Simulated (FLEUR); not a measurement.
# Magnetic state of free Ni(111) film, 3 layers from several starts

Does free Ni(111) film, 3 layers prefer parallel or opposed moments?

Method: PBE; all-electron FLAPW film, Dirac cores, scalar-relativistic bands, in FLEUR MaX-R8.1.

This is a report of a sequence of runs, with most program output left out.

## 1. Set-up

The cell holds 3 atoms: 3 Ni. Cell: a = 2.492 Å, b = 2.492 Å, c = 18.069 Å, α = 90.0°, β = 90.0°, γ = 120.0°. Layers at typed spacings, unrelaxed. Vacuum lies along c.

Structure file:

```xyz
3
Lattice="2.4917 0.0000 0.0000 -1.2458 2.1579 0.0000 0.0000 0.0000 18.0690" Properties=species:S:1:pos:R:3
Ni    0.0000    0.0000    7.0000
Ni    1.2459    0.7193    9.0345
Ni    0.0000    1.4386   11.0690
```

## 2. Start 1: ferro +++

The parallel start comes first: it shows whether parallel moments hold.

inpgen writes inp.xml from crystal.txt; cutoffs, mixing, functional, smearing and local orbitals are then set in the file. The k list default-1 (kpts.xml, not shown) is a Γ-centred 12×12×1 mesh; where the ranks do not divide the number of points, some are split in two of half the weight.

Contents of inp.xml:

```
<?xml version="1.0" encoding="UTF-8" standalone="no"?>
<fleurInput fleurInputVersion="0.39">
   <comment>
      Ni
   </comment>
   <calculationSetup>
      <cutoffs Kmax="3.66" Gmax="11.0" GmaxXC="11.0" numbands="0"/>
      <scfLoop itmax="120" minDistance="0.00002" maxIterBroyd="15" imix="Anderson" alpha="0.03" precondParam="0.0" spinf="2.0" sdNocoIR="T"/>
      <coreElectrons ctail="T" frcor="F" kcrel="1" coretail_lmax="0"/>
      <xcFunctional name="pbe" relativisticCorrections="F"/>
      <magnetism jspins="2"/>
      <soc l_soc="F" theta="0.0" phi="0.0" spav="F"/>
      <expertModes spex="0" secvar="F"/>
      <geometryOptimization l_f="F" forcealpha="1.0" forcemix="BFGS" epsdisp="0.00001" epsforce="0.00001"/>
      <ldaU l_linMix="F" mixParam="0.05" spinf="1.0"/>
   </calculationSetup>
   <cell>
      <bzIntegration valenceElectrons="54.0" mode="hist" fermiSmearingEnergy="0.00183747">
         <kPointListSelection listName="default-1"/>
         <xi:include xmlns:xi="http://www.w3.org/2001/XInclude" href="kpts.xml"> </xi:include>
      </bzIntegration>
      <xi:include xmlns:xi="http://www.w3.org/2001/XInclude" href="sym.xml"> </xi:include>
      <filmLattice scale="1.0" dVac="12.97" dTilda="15.47">
         <bravaisMatrixFilm>
            <row-1>    4.7086300406703598     0.0000001262337051</row-1>
            <row-2>   -2.3543151296652853     4.0777931691130949</row-2>
         </bravaisMatrixFilm>
         <vacuumEnergyParameters vacuum="1" spinUp="-.25" spinDown="-.25"/>
      </filmLattice>
   </cell>
   <atomSpecies>
      <species name="Nickel (Ni1.000" element="Ni" atomicNumber="28">
         <mtSphere radius="2.24" gridPoints="741" logIncrement="0.016"/>
         <atomicCutoffs lmax="8" lnonsphr="6"/>
         <electronConfig flipSpins="F">
            <coreConfig>(1s1/2) (2s1/2) (2p1/2) (2p3/2)</coreConfig>
            <valenceConfig>(3s1/2) (3p1/2) (3p3/2) (4s1/2) (3d3/2) (3d5/2)</valenceConfig>
            <stateOccupation state="(3d3/2)" spinUp="1.6" spinDown="1.6"/>
            <stateOccupation state="(3d5/2)" spinUp="2.9" spinDown="1.9"/>
         </electronConfig>
         <energyParameters s="4" p="4" d="3" f="4"/>
         <lo type="SCLO" l="0" n="3" eDeriv="0"/>
         <lo type="SCLO" l="1" n="3" eDeriv="0"/>
      </species>
   </atomSpecies>
   <atomGroups>
      <atomGroup species="Nickel (Ni1.000">
         <filmPos label="                   1">-1.000/6.000 1.000/6.000 -3.8446423657</filmPos>
         <filmPos label="                   3">1.000/6.000 -1.000/6.000 3.8446423657</filmPos>
         <force calculate="T" relaxXYZ="TTT"/>
      </atomGroup>
      <atomGroup species="Nickel (Ni1.000">
         <filmPos label="                   2">1.000/2.000 1.000/2.000 .0000000000</filmPos>
         <force calculate="T" relaxXYZ="TTT"/>
      </atomGroup>
   </atomGroups>
   <output dos="F" band="F" slice="F">
      <bandDOS minEnergy="-.5*Htr" maxEnergy="0.5*Htr" sigma="0.015" storeEVData="T"/>
      <plotting iplot="0" polar="F">
         <plot TwoD="T" vec1="  1.0  0.0  0.0" vec2="  0.0  1.0  0.0" vec3="  0.0  0.0  1.0" zero="  0.0  0.0 -0.5" file="plot"/>
      </plotting>
      <moessbauerParams electricFieldGradient="F" isomerShift="T" coreHyperfine="T" valenceHyperfine="T"/>
   </output>
</fleurInput>
```

Contents of crystal.txt:

```
Ni
&input film=T cartesian=F /
2.49169971213  0.00000006680  0.00000000000
-1.24584991392  2.15787521590  0.00000000000
0.00000000000  0.00000000000  1.00000000000
1.8897261246
1.0 1.0 1.0

3
28 0.00000000000  0.00000000000  -3.84464236570 : 1.000
28 0.66666666667  0.33333333333  0.00000000000 : 1.000
28 0.33333333333  0.66666666667  3.84464236570 : 1.000

&kpt div1=12 div2=12 div3=1 gamma=T /
```

Started as:

```console
> OMP_NUM_THREADS=1 inpgen -f crystal.txt > inpgen.log  # inp.xml is then edited as shown
> OMP_NUM_THREADS=1 mpirun -n 4 fleur_MPI > fleur.log
```

Wall time 33 s (4 MPI ranks of Arm Neoverse V1, shared host); peak memory 0.25 GiB.

Spin moment in the muffin-tin sphere by atom:

```tsv
atom	spin moment in the muffin-tin sphere (μB)
Ni1	0.744
Ni2	0.793
Ni3	0.744
```

Numbers from this step:

```
free energy                                                       : -124150.4719 eV
program's band gap on this mesh (in a metal only a level spacing) : 0 eV
magnetization                                                     : 2.184 μB
final state                                                       : ferromagnetic
```

After 38 cycles the largest moment stands at 0.793 μB.

## 3. Run 2 (ferri +-+)

Another pattern of signs weighs the neighbour shells otherwise.

inp.xml, as its differences from that of step 2:

```diff
@@ -44,2 +44,15 @@
       </species>
+      <species name="Nickel (Ni-1.000" element="Ni" atomicNumber="28">
+         <mtSphere radius="2.24" gridPoints="741" logIncrement="0.016"/>
+         <atomicCutoffs lmax="8" lnonsphr="6"/>
+         <electronConfig flipSpins="F">
+            <coreConfig>(1s1/2) (2s1/2) (2p1/2) (2p3/2)</coreConfig>
+            <valenceConfig>(3s1/2) (3p1/2) (3p3/2) (4s1/2) (3d3/2) (3d5/2)</valenceConfig>
+            <stateOccupation state="(3d3/2)" spinUp="1.6" spinDown="1.6"/>
+            <stateOccupation state="(3d5/2)" spinUp="1.9" spinDown="2.9"/>
+         </electronConfig>
+         <energyParameters s="4" p="4" d="3" f="4"/>
+         <lo type="SCLO" l="0" n="3" eDeriv="0"/>
+         <lo type="SCLO" l="1" n="3" eDeriv="0"/>
+      </species>
    </atomSpecies>
@@ -51,3 +64,3 @@
       </atomGroup>
-      <atomGroup species="Nickel (Ni1.000">
+      <atomGroup species="Nickel (Ni-1.000">
          <filmPos label="                   2">1.000/2.000 1.000/2.000 .0000000000</filmPos>
```

crystal.txt, as its differences from that of step 2:

```diff
@@ -10,3 +10,3 @@
 28 0.00000000000  0.00000000000  -3.84464236570 : 1.000
-28 0.66666666667  0.33333333333  0.00000000000 : 1.000
+28 0.66666666667  0.33333333333  0.00000000000 : -1.000
 28 0.33333333333  0.66666666667  3.84464236570 : 1.000
```

Elapsed: 43 s, on 4 MPI ranks; peak memory 0.26 GiB; 2.8 min of CPU time.

Spin moment in the muffin-tin sphere by atom:

```tsv
atom	spin moment in the muffin-tin sphere (μB)
Ni1	0.744
Ni2	0.793
Ni3	0.744
```

This step gave:

* free energy: -124150.4719 eV
* program's band gap on this mesh (in a metal only a level spacing): 0 eV
* magnetization: 2.184 μB
* final state: ferromagnetic

The typed pattern was not kept: a seeded moment turned or collapsed.

It lies level with the first start, and its largest moment is 0.793 μB against 0.793 μB.

## 4. Run 3 (no spin polarisation)

Without spin polarisation no moment can form, so the difference from the other runs is what forming moments gains.

inp.xml, as its differences from that of step 3:

```diff
@@ -10,3 +10,3 @@
       <xcFunctional name="pbe" relativisticCorrections="F"/>
-      <magnetism jspins="2"/>
+      <magnetism jspins="1"/>
       <soc l_soc="F" theta="0.0" phi="0.0" spav="F"/>
@@ -31,3 +31,3 @@
    <atomSpecies>
-      <species name="Nickel (Ni1.000" element="Ni" atomicNumber="28">
+      <species name="Nickel (Ni)" element="Ni" atomicNumber="28">
          <mtSphere radius="2.24" gridPoints="741" logIncrement="0.016"/>
@@ -37,17 +37,4 @@
             <valenceConfig>(3s1/2) (3p1/2) (3p3/2) (4s1/2) (3d3/2) (3d5/2)</valenceConfig>
-            <stateOccupation state="(3d3/2)" spinUp="1.6" spinDown="1.6"/>
-            <stateOccupation state="(3d5/2)" spinUp="2.9" spinDown="1.9"/>
-         </electronConfig>
-         <energyParameters s="4" p="4" d="3" f="4"/>
-         <lo type="SCLO" l="0" n="3" eDeriv="0"/>
-         <lo type="SCLO" l="1" n="3" eDeriv="0"/>
-      </species>
-      <species name="Nickel (Ni-1.000" element="Ni" atomicNumber="28">
-         <mtSphere radius="2.24" gridPoints="741" logIncrement="0.016"/>
-         <atomicCutoffs lmax="8" lnonsphr="6"/>
-         <electronConfig flipSpins="F">
-            <coreConfig>(1s1/2) (2s1/2) (2p1/2) (2p3/2)</coreConfig>
-            <valenceConfig>(3s1/2) (3p1/2) (3p3/2) (4s1/2) (3d3/2) (3d5/2)</valenceConfig>
-            <stateOccupation state="(3d3/2)" spinUp="1.6" spinDown="1.6"/>
-            <stateOccupation state="(3d5/2)" spinUp="1.9" spinDown="2.9"/>
+            <stateOccupation state="(3d3/2)" spinUp="1.600000" spinDown="1.600000"/>
+            <stateOccupation state="(3d5/2)" spinUp="2.400000" spinDown="2.400000"/>
          </electronConfig>
@@ -59,3 +46,3 @@
    <atomGroups>
-      <atomGroup species="Nickel (Ni1.000">
+      <atomGroup species="Nickel (Ni)">
          <filmPos label="                   1">-1.000/6.000 1.000/6.000 -3.8446423657</filmPos>
@@ -64,3 +51,3 @@
       </atomGroup>
-      <atomGroup species="Nickel (Ni-1.000">
+      <atomGroup species="Nickel (Ni)">
          <filmPos label="                   2">1.000/2.000 1.000/2.000 .0000000000</filmPos>
```

Contents of crystal.txt:

```
Ni
&input film=T cartesian=F /
2.49169971213  0.00000006680  0.00000000000
-1.24584991392  2.15787521590  0.00000000000
0.00000000000  0.00000000000  1.00000000000
1.8897261246
1.0 1.0 1.0

3
28 0.00000000000  0.00000000000  -3.84464236570
28 0.66666666667  0.33333333333  0.00000000000
28 0.33333333333  0.66666666667  3.84464236570

&kpt div1=12 div2=12 div3=1 gamma=T /
```

Elapsed: 18 s, on 4 MPI ranks; peak memory 0.21 GiB; 73 s of CPU time.

Numbers from this step:

```
free energy                                                       : -124150.2537 eV
program's band gap on this mesh (in a metal only a level spacing) : 0.001536 eV
final state                                                       : non-magnetic (no spin polarisation)
```

It lies 72.7 meV a seeded atom over the first start.

## 5. The states side by side

Free energies are divided by the number of seeded atoms.

Orders:

```tsv
start	final state	typed order kept	energy over the lowest (meV a seeded atom)	largest sphere moment (μB)	net moment (μB a primitive cell)	mesh matched	CPU time (s)
ferro +++	ferromagnetic	yes	0	0.7933	2.184	yes	131.1
ferri +-+	ferromagnetic	no	0	0.7933	2.184	yes	170.2
no spin polarisation	non-magnetic	-	72.74	0	0	yes	73.39
```

## 6. Spin–orbit coupling, moments along z

Spin–orbit coupling ties the spins to the lattice and lets orbital moments form.

A new self-consistent run of the start ferro +++, with the moments along z.

inp.xml, as its differences from that of step 2:

```diff
@@ -6,3 +6,3 @@
    <calculationSetup>
-      <cutoffs Kmax="3.66" Gmax="11.0" GmaxXC="11.0" numbands="0"/>
+      <cutoffs Kmax="3.66" Gmax="11.0" GmaxXC="11.0" numbands="114"/>
       <scfLoop itmax="120" minDistance="0.00002" maxIterBroyd="15" imix="Anderson" alpha="0.03" precondParam="0.0" spinf="2.0" sdNocoIR="T"/>
@@ -11,3 +11,3 @@
       <magnetism jspins="2"/>
-      <soc l_soc="F" theta="0.0" phi="0.0" spav="F"/>
+      <soc l_soc="T" theta="0.0" phi="0.0" spav="F"/>
       <expertModes spex="0" secvar="F"/>
```

crystal.txt, as its differences from that of step 2:

```diff
@@ -13,2 +13,3 @@
 
+&soc 0.0000000 0.0000000 /
 &kpt div1=12 div2=12 div3=1 gamma=T /
```

Run time: 87 s. Hardware: 4 MPI ranks; peak memory 0.35 GiB.

Spin moment in the muffin-tin sphere by atom:

```tsv
atom	spin moment in the muffin-tin sphere (μB)
Ni1	0.739
Ni2	0.788
Ni3	0.739
```

This step gave:

* free energy: -124150.5454 eV
* program's band gap on this mesh (in a metal only a level spacing): 5.79e-4 eV
* magnetization: 2.169 μB
* final state: ferromagnetic
* orbital moment along the spin: 0.0675 μB

Orbital moment in the sphere, along the spin axis by atom:

```tsv
atom	orbital moment in the sphere, along the spin axis (μB)
Ni1	0.0512
Ni2	0.0675
Ni3	0.0512
```

Fields along z, the direction of positive moments; semicore shells count as valence. Hyperfine fields at the nuclei:

```tsv
atom	core contact (T)	valence contact (T)	dipolar (T)	orbital (T)	sum (T)	density at the nucleus (e/bohr³)
Ni1	-22.88	14.43	-0.01389	4.431	-4.035	19692
Ni2	-24.95	13.83	0.02185	5.98	-5.114	19692
Ni3	-22.88	14.43	-0.01389	4.431	-4.035	19692
```

## 7. Results

```json
{
 "lowest state found": "ferromagnetic (typed ferro +++)",
 "largest site spin moment": "0.793 μB",
 "next finished state": "non-magnetic, 72.7 meV a seeded atom higher",
 "energy gained by spin polarisation": "72.7 meV a seeded atom",
 "hyperfine field at Ni2, along its moment": "-5.11 T",
 "orbital moment on the atom of largest spin, along its spin (spin–orbit run)": "0.0675 μB"
}
```

**Reading.** The lowest state found is ferromagnetic, reached from the start ferro +++, with moments up to 0.793 μB. 1 start left the typed pattern (a sign turned, or a seeded moment died or shrank under 0.15 μB), so such an energy belongs to the state reached, not the one typed. At Ni2 the core shells give -25.0 T and the valence and semicore s states 13.8 T along the moment, -14.1 T per μB together; orbital and dipolar parts add 6.0 T. Semilocal functionals tend to give too weak a core polarisation. The orbital moment is parallel to the spin, as Hund's third rule has it for a shell over half filled. This is the lowest of 3 finished starts, no proof of the ground state.

[Logs and program files are shortened in this print: banners, set-up blocks, solver, clock and traceback lines can be left out without a mark of their own.]

[Logs are printed without paths, hosts, clocks, repeated set-up lines and the standing remarks that a program may print on its own settings, such as how far it seeks lower states.]

[Hosts, paths, dates, database ids (printed as entryN), source tags and the programs' standing remarks are cut or masked in the printed files.]

[Where a cell is said to come from a database of computed structures, the database is the Materials Project.]
